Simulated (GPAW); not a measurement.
**How the form of the self-energy moves the gap of KNaCl2 (R-3m)**

Wanted: the gap of KNaCl2 (R-3m) under several approximations, with cost.

Main program and level: GPAW 26.7.0; LDA and many-body steps on it, plane waves.

Most raw output is cut from this account.

### Step 1. The starting structure

The structure is trigonal, space group R-3m (No. 166). Conventional cell: a = 4.173 Å, b = 4.173 Å, c = 20.848 Å, α = 90.00°, β = 90.00°, γ = 120.00°. K has 6 Cl at 3.09 Å nearest. Na has 6 Cl at 2.86 Å nearest. Nearest to Cl lie 3 Na at 2.86 Å and 3 K at 3.09 Å. Farther neighbours and most contacts between anions are not listed.

As a file:

```cif
data_structure
_symmetry_space_group_name_H-M 'P 1'
_symmetry_Int_Tables_number 1
_cell_length_a 7.3552
_cell_length_b 7.3552
_cell_length_c 7.3552
_cell_angle_alpha 32.957
_cell_angle_beta 32.957
_cell_angle_gamma 32.957
_cell_volume 104.79
loop_
_atom_site_label
_atom_site_type_symbol
_atom_site_fract_x
_atom_site_fract_y
_atom_site_fract_z
_atom_site_occupancy
K1 K 0.50000 0.50000 0.50000 1
Na2 Na 0.00000 0.00000 0.00000 1
Cl3 Cl 0.74047 0.74047 0.74047 1
Cl4 Cl 0.25953 0.25953 0.25953 1
```

The cell and positions are those that the Materials Project relaxed with its own functionals (PBE, PBE+U or r2SCAN), kept fixed.

### Step 2. Empty states on the mesh, 4×4×4 mesh, 180 bands

This step: GPAW 26.7.0; DFT, LDA, plane waves, PAW.

The sums over transitions need many empty states on a uniform mesh; this step solves for them.

run.py

```python
import json
import numpy as np
from gpaw.mpi import world
from gpaw import GPAW

calc = GPAW('gs.gpw').fixed_density(kpts={'size': (4, 4, 4), 'gamma': True},
    parallel={'domain': 1, 'band': 1},
    txt='nscf.txt')
calc.diagonalize_full_hamiltonian(nbands=180)
calc.write('full.gpw', mode='all')
res = {}
kpts = calc.get_ibz_k_points()
res['kpts'] = kpts
res['eigenvalues'] = [calc.get_eigenvalues(kpt=k) for k in range(len(kpts))]
res['n_electrons'] = calc.get_number_of_electrons()

if world.rank == 0:
    with open('result.json', 'w') as f:
        json.dump(res, f, default=lambda x: x.tolist())
```

Command:

```
mpirun -n 4 gpaw python run.py
```

Elapsed: 1.9 min, on 4 MPI ranks of Arm Neoverse N1, shared host; peak memory 2.4 GiB.

Numbers from this step:

```yaml
gap: 4.696 eV
k_of_the_valence_top: 0, 0, 0
k_of_the_conduction_bottom: 0, 0, 0
least_direct_gap: 4.696 eV
k_points_computed: 13
lowest_point_of_the_top_converged_band_above_the_valence_top: 73.2555 eV
```

On this mesh the gap is 4.696 eV.

### Step 3. G0W0, Godby-Needs plasmon pole

Now the one-shot GW correction: screening in the RPA, then the self-energy of the levels asked for.

This step: G0W0 on LDA, plane waves, PAW.

run.py

```python
import json
import numpy as np
from gpaw.mpi import world
from gpaw.response.g0w0 import G0W0

gw = G0W0('full.gpw',
    filename='gw',
    kpts=[0],
    bands=(13, 17),
    ecut=48,
    nbands=79,
    integrate_gamma='WS',
    ppa=True)
gw.calculate()
res = {mode: {k: v for k, v in r.items() if k != 'sigma_eskwn'}
       for mode, r in gw.all_results.items()}

if world.rank == 0:
    with open('result.json', 'w') as f:
        json.dump(res, f, default=lambda x: x.tolist())
```

Command:

```
mpirun -n 4 gpaw python run.py
```

Wall time 3.1 min (4 MPI ranks); peak memory 2 GiB; 12 min of CPU time.

This step gave:

| Property | Result |
| --- | --- |
| G0W0 gap on the points computed | 7.435 eV |
| least direct G0W0 gap on the computed points | 7.435 eV |
| Z at the valence top | 0.8210 |
| Z at the conduction bottom | 0.8716 |
| starting gap on the mesh | 4.696 eV |
| k of the valence top | 0, 0, 0 |
| k of the conduction bottom | 0, 0, 0 |

The gap on the mesh goes from 4.70 eV to 7.44 eV, a correction of +2.74 eV.

### Step 4. One-shot HSE06

This step: one-shot HSE06 levels on LDA orbitals, plane waves, PAW.

run.py

```python
import json
import numpy as np
from gpaw.mpi import world
from gpaw.hybrids.eigenvalues import non_self_consistent_eigenvalues

dft, vxc, vxc_hyb = non_self_consistent_eigenvalues('full.gpw', 'HSE06', 13, 17, kpt_indices=[0])
res = {'dft': dft[0], 'hybrid': (dft - vxc + vxc_hyb)[0]}
if world.rank == 0:
    with open('hybrid.txt', 'w') as f:
        for k, e0, e1 in zip([0], res['dft'], res['hybrid']):
            print(k, ' '.join(f'{x:9.4f}' for x in e0), '|', ' '.join(f'{x:9.4f}' for x in e1), file=f)

if world.rank == 0:
    with open('result.json', 'w') as f:
        json.dump(res, f, default=lambda x: x.tolist())
```

Command:

```
mpirun -n 4 gpaw python run.py
```

Wall time 6.9 s (4 MPI ranks); peak memory 1.5 GiB; 27 s of CPU time.

This step gave:

- starting gap on the mesh: 4.696 eV
- hybrid gap on the mesh: 6.452 eV
- least direct hybrid gap on the computed points: 6.452 eV

### Step 5. G0W0, extrapolated in the cutoff

This step: G0W0 on LDA, plane waves, PAW.

run.py

```python
import json
import numpy as np
from gpaw.mpi import world
from gpaw.response.g0w0 import G0W0

gw = G0W0('full.gpw',
    filename='gw',
    kpts=[0],
    bands=(13, 17),
    ecut=80.0,
    integrate_gamma='WS',
    ppa=True,
    ecut_extrapolation=True)
gw.calculate()
res = {mode: {k: v for k, v in r.items() if k != 'sigma_eskwn'}
       for mode, r in gw.all_results.items()}

if world.rank == 0:
    with open('result.json', 'w') as f:
        json.dump(res, f, default=lambda x: x.tolist())
```

Command:

```
mpirun -n 4 gpaw python run.py
```

Elapsed: 9.6 min, on 4 MPI ranks; peak memory 2 GiB.

This step gave:

* quasiparticle gap on the points computed: 7.730 eV
* least direct quasiparticle gap on the computed points: 7.730 eV
* Z at the valence top: 0.8068
* Z at the conduction bottom: 0.8670
* starting gap on the mesh: 4.696 eV
* k of the valence top: 0, 0, 0
* k of the conduction bottom: 0, 0, 0
* gaps at the cutoffs of the extrapolation: 7.502, 7.523, 7.548 eV

Against G0W0 in GPAW (4×4×4 mesh, 79 bands, screening to 48 eV, Godby-Needs plasmon pole), the gap moves by +0.295 eV.

### Step 6. One-shot Hartree-Fock

This step: one-shot Hartree-Fock levels on LDA orbitals, plane waves, PAW.

run.py

```python
import json
import numpy as np
from gpaw.mpi import world
from gpaw.hybrids.eigenvalues import non_self_consistent_eigenvalues

dft, vxc, vxc_hyb = non_self_consistent_eigenvalues('full.gpw', 'EXX', 13, 17, kpt_indices=[0])
res = {'dft': dft[0], 'hybrid': (dft - vxc + vxc_hyb)[0]}
if world.rank == 0:
    with open('hybrid.txt', 'w') as f:
        for k, e0, e1 in zip([0], res['dft'], res['hybrid']):
            print(k, ' '.join(f'{x:9.4f}' for x in e0), '|', ' '.join(f'{x:9.4f}' for x in e1), file=f)

if world.rank == 0:
    with open('result.json', 'w') as f:
        json.dump(res, f, default=lambda x: x.tolist())
```

Command:

```
mpirun -n 4 gpaw python run.py
```

It took 6.4 s on 4 MPI ranks; peak memory 1.5 GiB; 25 s of CPU time.

This step gave:

```
starting gap on the mesh                       : 4.696 eV
hybrid gap on the mesh                         : 13.29 eV
least direct hybrid gap on the computed points : 13.29 eV
```

### Step 7. G0W0, full frequency, Hilbert transform

This step: G0W0 on LDA, plane waves, PAW.

run.py

```python
import json
import numpy as np
from gpaw.mpi import world
from gpaw.response.g0w0 import G0W0

gw = G0W0('full.gpw',
    filename='gw',
    kpts=[0],
    bands=(13, 17),
    ecut=48,
    nbands=79,
    integrate_gamma='WS',
    frequencies={'type': 'nonlinear', 'domega0': 0.1, 'omega2': 15.0},
    eta=0.1,
    nblocksmax=True)
gw.calculate()
res = {mode: {k: v for k, v in r.items() if k != 'sigma_eskwn'}
       for mode, r in gw.all_results.items()}

if world.rank == 0:
    with open('result.json', 'w') as f:
        json.dump(res, f, default=lambda x: x.tolist())
```

Command:

```
mpirun -n 4 gpaw python run.py
```

It took 3.9 min on 4 MPI ranks; peak memory 2.1 GiB; 16 min of CPU time.

Numbers from this step:

| Quantity | Value |
| --- | --- |
| G0W0 gap on the points computed | 7.413 eV |
| least direct G0W0 gap on the computed points | 7.413 eV |
| starting gap on the mesh | 4.696 eV |
| k of the valence top | 0, 0, 0 |
| k of the conduction bottom | 0, 0, 0 |

Against G0W0 in GPAW (4×4×4 mesh, 79 bands, screening to 48 eV, Godby-Needs plasmon pole), the gap moves by −0.022 eV.

### Step 8. Side by side

Times are wall times on 4 MPI ranks of Arm Neoverse N1, shared host, good to a factor of about two.

```tsv
run	mesh	bands	screening cutoff (eV)	DFT gap (eV)	gap on the mesh (eV)	direct (eV)	time
G0W0, Godby-Needs plasmon pole	4×4×4	79	48	4.696	7.435	7.435	3.1 min
one-shot HSE06	4×4×4	-	-	4.696	6.452	6.452	6.9 s
G0W0, extrapolated in the cutoff	4×4×4	-	80	4.696	7.730	7.730	9.6 min
one-shot Hartree-Fock	4×4×4	-	-	4.696	13.287	13.287	6.4 s
G0W0, full frequency, Hilbert transform	4×4×4	79	48	4.696	7.413	7.413	3.9 min
```

### Step 9. Outcome

| Property | Result |
| --- | --- |
| G0W0, Godby-Needs plasmon pole | 7.435 eV |
| one-shot HSE06 | 6.452 eV |
| G0W0, extrapolated in the cutoff | 7.730 eV |
| one-shot Hartree-Fock | 13.287 eV |
| G0W0, full frequency, Hilbert transform | 7.413 eV |
| known limits | not at the basis limit |

What this shows: One-shot HSE06: −0.984 eV against G0W0, Godby-Needs plasmon pole. G0W0, extrapolated in the cutoff: +0.295 eV against G0W0, Godby-Needs plasmon pole, at other bands or cutoff, so not like for like. One-shot Hartree-Fock: +5.852 eV against G0W0, Godby-Needs plasmon pole. G0W0, full frequency, Hilbert transform: −0.022 eV against G0W0, Godby-Needs plasmon pole. Bare exchange alone opens the gap to 13.29 eV; against G0W0, correlation takes back 5.85 eV. One-shot hybrid levels are evaluated on the LDA orbitals. Bands and cutoff are finite, so the gap is not at the basis limit. The miss can reach some tenths of an eV and take either sign; the mesh is an error of its own. These stock PAW sets were not made for GW. In the G0W0 runs levels were corrected at 1 k point alone, so a gap called «on the mesh» is the least over those, and an edge elsewhere would be missed.

[Paths, hosts, dates, memory and timing lines, banners, echoed tables and standing remarks are left out of the program output.]

[Logs are printed without paths, hosts, clocks, repeated set-up lines and the standing remarks that a program may print on its own settings, such as how far it seeks lower states.]

[Runs of the session that timed out or met a known fault of the program may be left out.]

[Hosts, paths, dates, database ids (printed as entryN), source tags and the programs' standing remarks are cut or masked in the printed files.]
